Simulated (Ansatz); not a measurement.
**C on Ir(111): change of the work function**

Aim: the work function of Ir(111) at several coverages of C (fcc site), and the dipole that each adsorbate carries.

Program: Ansatz 0.2.0. Level of theory: plane-wave DFT, PBE, Ansatz PAW. Values are calculated unless marked as measured.

## (1) The starting structure

The cell holds 4 atoms: 4 Ir. Its edges and angles: a = 2.715 Å, b = 2.715 Å, c = 24.651 Å, α = 90.0°, β = 90.0°, γ = 60.0°. Vacuum lies along c.

## (2) The clean slab

The bare slab comes first, as the zero from which every change is counted. The two lowest layers are held at bulk places and the upper ones relax. The dipole correction removes the false field that a one-sided slab makes across the periodic vacuum, so each face gets a flat vacuum level of its own.

Contents of input.yaml:

```yaml
crystal:
  lattice:
    - [2.7152900398, 0.0, 0.0]
    - [1.3576450199, 2.3515101531, 0.0]
    - [0.0, 0.0, 24.6510751011]
  atoms:
    - { symbol: Ir, position: [0.0, 0.0, 0.3650956383] }
    - { symbol: Ir, position: [0.3333333333, 0.3333333333, 0.4550318794] }
    - { symbol: Ir, position: [0.6666666667, 0.6666666667, 0.5449681206] }
    - { symbol: Ir, position: [0.0, 0.0, 0.6349043617] }
kpoints:
  mp_grid: { grid: [12, 12, 1] }
hamiltonian:
  xc: pbe
scf:
  occupations: { method: fermi_dirac, width: 0.1 }
  convergence: { dr2_threshold: 1.0e-08 }
efield:
  axis: 3
  dipole_correction: true
  ramp_position: 0.97
  ramp_width: 0.06
relax:
  f_tol: 0.02
  max_steps: 60
  constraints: [{ sites: [0, 1] }]
output:
  write_potential: true
  write_density: true
  volumetric_format: npy
```

Launch:

```sh
ansatz run input.yaml --threads 4 --pin off --max-ram 16384MiB --backend cpu --events-out ev --progress --plain --runs-dir out
```

Log:

```text
Engine: ansatz 0.2.0, aarch64-unknown-linux-gnu
Pseudopotentials: kind: paw
Pseudopotential: Ir, paw, valence charge 17, recommended cutoff 420 eV (normal), Ir.paw.azcp
Functional definition: PBE
  parameter kappa = 0.804
  parameter beta = 0.066725
  exchange = pbe_x(kappa = kappa, mu = beta*pi^2/3)
  correlation = pbe_c(beta = beta)
Crystal: 4 atoms, lattice volume = 157.398 Å³
Basis set: ecut = 420 eV, 3101 PW (Γ), exchange–correlation on 40×40×360 points (8 copies of the dense FFT grid, shifted against one another)
Bands: 41, of which v1, the nominal top of the filled ones, is band 34 counted from 1 (33 counted from 0)
Symmetry: 6 space group operations
k-points: 19 of 144 (time reversal used)
Non-local potential: Ir, projectors of the file, l = 0: 3, l = 1: 2, l = 2: 2, l = 3: 1
PAW form: soft (Blöchl's): semilocal exchange-correlation on the pseudo side does not see the compensation charge
PAW one-centre angular grid: Ir, 590 points (default); XC on 64 Gauss nodes
Initial density: superposition of atomic densities (neutral atoms: chi_scale 0, normalization atom), corrected by the library's trained network
Initial wavefunctions: pseudopotential atomic-orbital guess
Functional: x = pbe(κ = 0.804, μ = 0.219515), c = pbe(β = 0.066725)
SCF iter   1: F=—  HF=-47739.534662 eV  |F-HF|=—  |Δ(HF+E_count)|=         —  Δρ=6.19e-3  dr2=3.30e-1  ethr=1.77e-3  p=0.000 e·Å  D=9.34e-15 V/Å  ΔV_dip=-0.00 eV  dr2_dipole=3.62e-7  V_vac-E_F(+/−)=5.19/5.19 eV  ⟨swp⟩=7.8  Hψ=3557  notcnv=0  defer=2
efield: sawtooth ramp at fractional position 0.9700 (set: `efield.ramp_position`, or a place that a band, a saddle search or an elastic batch's reference lends), width 0.0600; the density the first Hamiltonian is built on has a dipole p = 0.000 e·Å; the dipole correction subtracts the counter field D = 9.34e-15 V/Å, which shifts the + side's vacuum level by -0.00 eV against the − side's; the planar-averaged density in the ramp window peaks in size at 1.1e-5 e/Å³
preconditioner: auto → LDOS  [metal: Δε(μ)=0.097 eV  Ē_g=6.266 eV  σ=0.100 eV  W_gap=0.23  n_scr=18 (ndim 8)  ℏωp=17.8 eV  f_vac=0.579  D(μ)=3.93/eV (n_scr^D=16)  β→1.0]
SCF iter   2: F=—  HF=-47739.532903 eV  |F-HF|=—  |Δ(HF+E_count)|=   1.76e-3  Δρ=2.42e-3  dr2=2.91e-2  ethr=4.85e-4  p=-0.000 e·Å  D=-4.09e-5 V/Å  ΔV_dip=0.00 eV  dr2_dipole=6.08e-7  V_vac-E_F(+/−)=5.47/5.47 eV  ⟨swp⟩=1.8  Hψ=981  notcnv=0  defer=3
SCF iter   3: F=—  HF=-47739.530415 eV  |F-HF|=—  |Δ(HF+E_count)|=   2.49e-3  Δρ=5.42e-4  dr2=4.60e-4  ethr=4.28e-5  p=-0.000 e·Å  D=-3.23e-6 V/Å  ΔV_dip=0.00 eV  dr2_dipole=1.63e-8  V_vac-E_F(+/−)=5.48/5.48 eV  ⟨swp⟩=1.8  Hψ=1050  notcnv=0  defer=3
SCF iter   4: F=—  HF=-47739.530408 eV  |F-HF|=—  |Δ(HF+E_count)|=   6.62e-6  Δρ=1.07e-4  dr2=1.71e-5  ethr=6.77e-7  p=-0.000 e·Å  D=-2.54e-6 V/Å  ΔV_dip=0.00 eV  dr2_dipole=5.97e-10  V_vac-E_F(+/−)=5.49/5.48 eV  ⟨swp⟩=2.5  Hψ=1492  notcnv=0  defer=3
SCF iter   5: F=—  HF=-47739.530409 eV  |F-HF|=—  |Δ(HF+E_count)|=   4.11e-8  Δρ=3.97e-5  dr2=2.38e-6  ethr=2.51e-8  p=-0.000 e·Å  D=-6.64e-7 V/Å  ΔV_dip=0.00 eV  dr2_dipole=1.81e-10  V_vac-E_F(+/−)=5.49/5.49 eV  ⟨swp⟩=3.4  Hψ=1824  notcnv=0  defer=3
SCF iter   6: F=—  HF=-47739.530404 eV  |F-HF|=—  |Δ(HF+E_count)|=   4.32e-6  Δρ=1.67e-5  dr2=6.18e-7  ethr=3.51e-9  p=-0.000 e·Å  D=-9.94e-7 V/Å  ΔV_dip=0.00 eV  dr2_dipole=8.41e-11  V_vac-E_F(+/−)=5.49/5.49 eV  ⟨swp⟩=2.4  Hψ=1311  notcnv=0  defer=3
SCF iter   7: F=—  HF=-47739.530405 eV  |F-HF|=—  |Δ(HF+E_count)|=   3.13e-7  Δρ=3.98e-6  dr2=5.26e-8  ethr=9.08e-10  p=-0.000 e·Å  D=-2.22e-7 V/Å  ΔV_dip=0.00 eV  dr2_dipole=2.79e-12  V_vac-E_F(+/−)=5.49/5.49 eV  ⟨swp⟩=2.8  Hψ=1526  notcnv=0  defer=3
SCF iter   8: F=-47739.530405 eV  HF=-47739.530405 eV  |F-HF|=7.63e-9  |Δ(HF+E_count)|=   1.76e-8  Δρ=1.09e-6  dr2=3.19e-9  ethr=1.47e-11  p=-0.000 e·Å  D=-3.88e-8 V/Å  ΔV_dip=0.00 eV  dr2_dipole=1.15e-14  V_vac-E_F(+/−)=5.49/5.49 eV  ⟨swp⟩=11.1  Hψ=6015  notcnv=0
SCF 1 converged in 8 iterations: F = -47739.530405 eV  dr2 = 3.19e-9
  greatest PAW one-centre occupation: 1.000 electrons in one spin orbital (limit 2), on the Ir atom at site 1 (counted from 0), in its partial waves of l = 0
relax step   1: F+E_penalty+E_count = -47739.53040454 eV  Δ(F+E_penalty+E_count) = +0.000e0 eV  max|allowed force component| = 1.352e-1 eV/Å  Δτ_max = 0.0000 Å  (8 SCF iters, accepted)
Initial density: handed on by an earlier stage of this run
Initial wavefunctions: those handed on with the density
iter 1 solved again at ethr=1.27e-4 eV; its pass at ethr=3.10e-3 eV (dr2=8.61e-2 eV) is discarded
SCF iter   1: F=—  HF=-47739.531032 eV  |F-HF|=—  |Δ(HF+E_count)|=         —  Δρ=2.46e-3  dr2=7.87e-2  ethr=1.27e-4  p=-0.000 e·Å  D=-3.38e-7 V/Å  ΔV_dip=0.00 eV  dr2_dipole=3.17e-2  V_vac-E_F(+/−)=5.48/5.48 eV  ⟨swp⟩=1.9  Hψ=2300  notcnv=0  defer=5
efield: sawtooth ramp at fractional position 0.9700 (set: `efield.ramp_position`, or a place that a band, a saddle search or an elastic batch's reference lends), width 0.0600; the density the first Hamiltonian is built on has a dipole p = -0.000 e·Å; the dipole correction subtracts the counter field D = -3.38e-7 V/Å, which shifts the + side's vacuum level by +0.00 eV against the − side's; the planar-averaged density in the ramp window peaks in size at 2.8e-6 e/Å³
preconditioner: auto → LDOS  [metal: Δε(μ)=0.080 eV  Ē_g=6.312 eV  σ=0.100 eV  W_gap=0.19  n_scr=18 (ndim 8)  ℏωp=17.8 eV  f_vac=0.582  D(μ)=3.84/eV (n_scr^D=16)  β→1.0]
SCF iter   2: F=—  HF=-47739.530295 eV  |F-HF|=—  |Δ(HF+E_count)|=   7.36e-4  Δρ=1.06e-3  dr2=4.86e-3  ethr=1.16e-4  p=0.002 e·Å  D=2.34e-3 V/Å  ΔV_dip=-0.06 eV  dr2_dipole=1.15e-3  V_vac-E_F(+/−)=5.44/5.50 eV  ⟨swp⟩=2.0  Hψ=965  notcnv=0  defer=5
SCF iter   3: F=—  HF=-47739.529492 eV  |F-HF|=—  |Δ(HF+E_count)|=   8.04e-4  Δρ=4.91e-4  dr2=1.58e-3  ethr=7.15e-6  p=0.000 e·Å  D=5.10e-4 V/Å  ΔV_dip=-0.01 eV  dr2_dipole=1.15e-5  V_vac-E_F(+/−)=5.48/5.49 eV  ⟨swp⟩=3.0  Hψ=1497  notcnv=0  defer=5
SCF iter   4: F=—  HF=-47739.529184 eV  |F-HF|=—  |Δ(HF+E_count)|=   3.08e-4  Δρ=7.79e-5  dr2=1.08e-5  ethr=2.32e-6  p=0.001 e·Å  D=9.35e-4 V/Å  ΔV_dip=-0.02 eV  dr2_dipole=1.05e-6  V_vac-E_F(+/−)=5.47/5.49 eV  ⟨swp⟩=2.2  Hψ=1153  notcnv=0  defer=5
SCF iter   5: F=—  HF=-47739.529177 eV  |F-HF|=—  |Δ(HF+E_count)|=   7.14e-6  Δρ=3.71e-5  dr2=3.99e-6  ethr=1.59e-8  p=0.001 e·Å  D=8.37e-4 V/Å  ΔV_dip=-0.02 eV  dr2_dipole=1.40e-8  V_vac-E_F(+/−)=5.47/5.50 eV  ⟨swp⟩=2.9  Hψ=1583  notcnv=0  defer=5
SCF iter   6: F=—  HF=-47739.529168 eV  |F-HF|=—  |Δ(HF+E_count)|=   8.34e-6  Δρ=9.86e-6  dr2=2.12e-7  ethr=5.87e-9  p=0.001 e·Å  D=7.52e-4 V/Å  ΔV_dip=-0.02 eV  dr2_dipole=6.16e-9  V_vac-E_F(+/−)=5.48/5.49 eV  ⟨swp⟩=2.2  Hψ=1200  notcnv=0  defer=5
SCF iter   7: F=—  HF=-47739.529168 eV  |F-HF|=—  |Δ(HF+E_count)|=   2.30e-7  Δρ=4.00e-6  dr2=3.19e-8  ethr=3.11e-10  p=0.001 e·Å  D=7.21e-4 V/Å  ΔV_dip=-0.02 eV  dr2_dipole=6.66e-9  V_vac-E_F(+/−)=5.48/5.49 eV  ⟨swp⟩=3.1  Hψ=1431  notcnv=0  defer=5
SCF iter   8: F=-47739.529169 eV  HF=-47739.529169 eV  |F-HF|=8.45e-9  |Δ(HF+E_count)|=   8.39e-8  Δρ=1.08e-6  dr2=2.71e-9  ethr=1.47e-11  p=0.001 e·Å  D=7.05e-4 V/Å  ΔV_dip=-0.02 eV  dr2_dipole=3.01e-10  V_vac-E_F(+/−)=5.48/5.49 eV  ⟨swp⟩=11.2  Hψ=5954  notcnv=0
SCF 2 converged in 8 iterations: F = -47739.529169 eV  dr2 = 2.71e-9
  greatest PAW one-centre occupation: 1.000 electrons in one spin orbital (limit 2), on the Ir atom at site 2 (counted from 0), in its partial waves of l = 0
relax step   2: F+E_penalty+E_count = -47739.52916854 eV  Δ(F+E_penalty+E_count) = +1.236e-3 eV  max|allowed force component| = 2.063e-1 eV/Å  Δτ_max = 0.0402 Å  (8 SCF iters, rejected (line search))
SCF iter   1: F=—  HF=-47739.532187 eV  |F-HF|=—  |Δ(HF+E_count)|=         —  Δρ=1.53e-3  dr2=2.86e-2  ethr=4.36e-4  p=0.001 e·Å  D=7.05e-4 V/Å  ΔV_dip=-0.02 eV  dr2_dipole=1.13e-2  V_vac-E_F(+/−)=5.48/5.50 eV  ⟨swp⟩=2.7  Hψ=1390  notcnv=0  defer=5
efield: sawtooth ramp at fractional position 0.9700 (set: `efield.ramp_position`, or a place that a band, a saddle search or an elastic batch's reference lends), width 0.0600; the density the first Hamiltonian is built on has a dipole p = 0.001 e·Å; the dipole correction subtracts the counter field D = 7.05e-4 V/Å, which shifts the + side's vacuum level by -0.02 eV against the − side's; the planar-averaged density in the ramp window peaks in size at 2.3e-6 e/Å³
preconditioner: auto → LDOS  [metal: Δε(μ)=0.082 eV  Ē_g=6.284 eV  σ=0.100 eV  W_gap=0.20  n_scr=18 (ndim 8)  ℏωp=17.8 eV  f_vac=0.581  D(μ)=3.88/eV (n_scr^D=16)  β→1.0]
SCF iter   2: F=—  HF=-47739.531721 eV  |F-HF|=—  |Δ(HF+E_count)|=   4.67e-4  Δρ=6.52e-4  dr2=1.43e-3  ethr=4.20e-5  p=-0.000 e·Å  D=-4.32e-4 V/Å  ΔV_dip=0.01 eV  dr2_dipole=2.25e-4  V_vac-E_F(+/−)=5.50/5.49 eV  ⟨swp⟩=2.1  Hψ=1154  notcnv=0  defer=5
SCF iter   3: F=—  HF=-47739.531476 eV  |F-HF|=—  |Δ(HF+E_count)|=   2.44e-4  Δρ=3.15e-4  dr2=6.21e-4  ethr=2.10e-6  p=0.000 e·Å  D=4.60e-4 V/Å  ΔV_dip=-0.01 eV  dr2_dipole=3.40e-6  V_vac-E_F(+/−)=5.48/5.49 eV  ⟨swp⟩=2.9  Hψ=1511  notcnv=0  defer=5
SCF iter   4: F=—  HF=-47739.531352 eV  |F-HF|=—  |Δ(HF+E_count)|=   1.24e-4  Δρ=4.39e-5  dr2=3.31e-6  ethr=9.13e-7  p=0.000 e·Å  D=1.92e-4 V/Å  ΔV_dip=-0.00 eV  dr2_dipole=7.79e-8  V_vac-E_F(+/−)=5.49/5.49 eV  ⟨swp⟩=2.1  Hψ=1153  notcnv=0  defer=5
SCF iter   5: F=—  HF=-47739.531341 eV  |F-HF|=—  |Δ(HF+E_count)|=   1.07e-5  Δρ=2.02e-5  dr2=1.03e-6  ethr=4.87e-9  p=0.000 e·Å  D=2.40e-4 V/Å  ΔV_dip=-0.01 eV  dr2_dipole=6.27e-9  V_vac-E_F(+/−)=5.49/5.49 eV  ⟨swp⟩=3.1  Hψ=1636  notcnv=0  defer=5
SCF iter   6: F=—  HF=-47739.531341 eV  |F-HF|=—  |Δ(HF+E_count)|=   3.79e-7  Δρ=8.03e-6  dr2=1.31e-7  ethr=1.52e-9  p=0.000 e·Å  D=2.78e-4 V/Å  ΔV_dip=-0.01 eV  dr2_dipole=2.79e-9  V_vac-E_F(+/−)=5.49/5.49 eV  ⟨swp⟩=2.2  Hψ=1171  notcnv=0  defer=5
SCF iter   7: F=—  HF=-47739.531342 eV  |F-HF|=—  |Δ(HF+E_count)|=   1.54e-7  Δρ=2.33e-6  dr2=1.11e-8  ethr=1.93e-10  p=0.000 e·Å  D=2.91e-4 V/Å  ΔV_dip=-0.01 eV  dr2_dipole=3.45e-9  V_vac-E_F(+/−)=5.49/5.49 eV  ⟨swp⟩=2.3  Hψ=1199  notcnv=0  defer=5
SCF iter   8: F=-47739.531342 eV  HF=-47739.531342 eV  |F-HF|=4.76e-9  |Δ(HF+E_count)|=   3.00e-8  Δρ=5.88e-7  dr2=7.07e-10  ethr=1.47e-11  p=0.000 e·Å  D=2.99e-4 V/Å  ΔV_dip=-0.01 eV  dr2_dipole=3.66e-11  V_vac-E_F(+/−)=5.49/5.49 eV  ⟨swp⟩=10.5  Hψ=5643  notcnv=0
SCF 3 converged in 8 iterations: F = -47739.531342 eV  dr2 = 7.07e-10
relax step   3: F+E_penalty+E_count = -47739.53134163 eV  Δ(F+E_penalty+E_count) = -9.371e-4 eV  max|allowed force component| = 2.789e-3 eV/Å  Δτ_max = 0.0158 Å  (8 SCF iters, accepted)
NSCF: frozen V_eff on 19 k-points
the band table was solved once a step of the walk had ended and its energy, with any forces and stress, was formed, with the checks that follow a solve (3881 applications of the Hamiltonian). They found nothing against the state; the energy, forces and stress were not computed again (output.eigenvalues in the input reference)
WARN: The output density's exchange-correlation potential varies sharply where the density is thin. Do not read a vacuum level from v_tot or v_xc, or from such a field of the output density. On a cell that repeats whose density bears no net charge and no dipole along the vacuum's axis use v_es (v_loc + v_h of the components); under efield.dipole_correction with no amplitude use v_es + v_field, which holds any externa [...]
SCF converged after 8 iterations
Free energy (F): -47739.531342 eV
Harris-Foulkes:  -47739.531342 eV  (|F-HF|=4.76e-9)
Internal energy: -47739.398849 eV  (E = F + TS)
E sigma→0 (E₀):  -47739.465095 eV
Entropy (-TS):   -0.132493 eV (-33.123 meV/atom)
Fermi energy:    5.735751 eV
Dipole field:    D = 0.000308 V/Å  (p = 0.000268 e·Å, saw-weighted, corrected)
Work function:   Φ+ = 5.4864 eV   Φ− = 5.4940 eV
Levels:          The Fermi level and band energies are counted from a zero that moves with the ramp; work functions are not
--- Per-component energies (eV) ---
  E_band       = -1671.576538
  E_kinetic    = 2486.113090
  E_local      = -117421.112916  (includes V_loc(G=0)·N_el)
  E_nonlocal   = 291.629511
  E_hartree    = 57547.560114
  E_xc         = -1068.589999
  E_vxc        = -1195.849487  (∫ρ·V_xc dr)
  E_paw        = -36893.549534  (= ΣΔE_a)
  E_vpaw       = -927.471881  (= ΣTr[D̂ρ^β])
  E_aug_tail   = 0.000219  (compensation charges beyond the density's cutoff)
  E_efield     = 0.000000  (sawtooth field / dipole correction)
  E_vefield    = 0.000096  (∫n·V_field dr)
  E_ewald      = 47318.550667
  E_smearing   = -0.132493  (= −TS)
  E_closure    = -0.000000  (closes the sum)
  Σ components = -47739.531342   (vs F -47739.531342, Δ=0.00e0)
--- Forces (eV/Å), atoms counted from 1 ---
  atom   1  Ir     0.00000000    -0.00000000     0.12831674
  atom   2  Ir    -0.00000000    -0.00000000    -0.13090793
  atom   3  Ir     0.00000000     0.00000000    -0.00020093
  atom   4  Ir    -0.00000000     0.00000000     0.00278891
  max |Σ_I F_I| component: 3.21e-6 eV/Å
--- Band table (eV; the first three rows and the last of 19) ---
  k-point 0: bands = [... 30 lower, 2.8245, 4.5654, 4.5654, 4.9154, 4.9154, 5.0203, 5.8533, 5.8533, ... 3 higher]
  k-point 1: bands = [... 30 lower, 3.0292, 4.3234, 4.3914, 4.3950, 4.8764, 4.9658, 5.3069, 5.8533, ... 3 higher]
  k-point 2: bands = [... 30 lower, 3.6025, 3.6292, 3.8672, 4.2957, 4.5009, 4.9807, 5.8191, 5.8473, ... 3 higher]
  k-point 18: bands = [... 30 lower, 4.4076, 4.4245, 5.5716, 6.0441, 6.1830, 6.1849, 11.3203, 11.4245, ... 3 higher]
--- Relaxed structure (3 steps of the walk, 2 accepted, 0 SCFs on fresh bases) ---
  F+E_penalty+E_count = -47739.53134163 eV   max|allowed force component| = 2.789e-3 eV/Å
  atoms:
    - { symbol: Ir, position: [0.0, 0.0, 0.365096] }
    - { symbol: Ir, position: [0.333333, 0.333333, 0.4550318794] }
    - { symbol: Ir, position: [0.666667, 0.666667, 0.544863] }
    - { symbol: Ir, position: [-7.456013e-19, 0, 0.634264] }
```

The job ended after 10 s (4 threads of Arm Neoverse V1, shared host; peak memory 0.47 GiB).

The column dr2 measures how far the density is from self-consistency, as an energy; F and HF (Harris–Foulkes) agree once it is small.

The steps of the relaxation:

| step | energy less that of the first step (eV) | largest force component (eV/Å) |
| --- | --- | --- |
| 1 | 0.0000 | 0.1352 |
| 2 | 0.0012 | 0.2063 |
| 3 | -0.0009 | 0.0028 |

Relaxation step 2 was tried and not accepted.

The run keeps the 6 symmetry operations that the program found, so distortions that break them were not tested.

The atoms that moved most (Å):

| atom | dx | dy | dz | length |
| --- | --- | --- | --- | --- |
| Ir4 | 0.000 | 0.000 | -0.016 | 0.016 |

Numbers from this step:

```yaml
energy_at_zero_smearing: -47739.4651 eV
work_function_upper_face: 5.486 eV
dipole_along_the_normal: 2.68e-4 e·Å
```

Running mean over 2.217 Å of the planar mean; the ramp of the sawtooth is left out. Electron's electrostatic potential energy less the Fermi level against z:

| z (Å) | electron's electrostatic potential energy less the Fermi level (eV) |
| --- | --- |
| 4 | 5.49 |
| 5 | 5.49 |
| 6 | 5.42 |
| 7 | 4.28 |
| 8 | -5.49 |
| 9 | -12.7 |
| 10 | -13.3 |
| 11 | -13.5 |
| 12 | -13.6 |
| 13 | -13.6 |
| 14 | -13.6 |
| 15 | -13.3 |
| 16 | -11.7 |
| 17 | -0.753 |
| 18 | 5.04 |
| 19 | 5.46 |
| 20 | 5.48 |
| 21 | 5.49 |

The relaxation took 3 steps and lowered the energy by 9.4e-4 eV; the largest force on the free atoms ends at 0.0028 eV/Å.

The work function of the upper face is 5.49 eV.

(Part 1 of 4 ends here.)

[Long decimals in the printed logs are rounded to 6 places.]

[Logs are printed without paths, hosts, clocks, repeated set-up lines and the standing remarks that a program may print on its own settings, such as how far it seeks lower states.]

[Hosts, paths, dates, database ids (printed as entryN), source tags and the programs' standing remarks are cut or masked in the printed files.]

[Maps of the electrostatic potential energy from Ansatz leave out the sawtooth potential of an applied field or a dipole correction, so their vacuum need not be flat; planar profiles and work functions include it.]
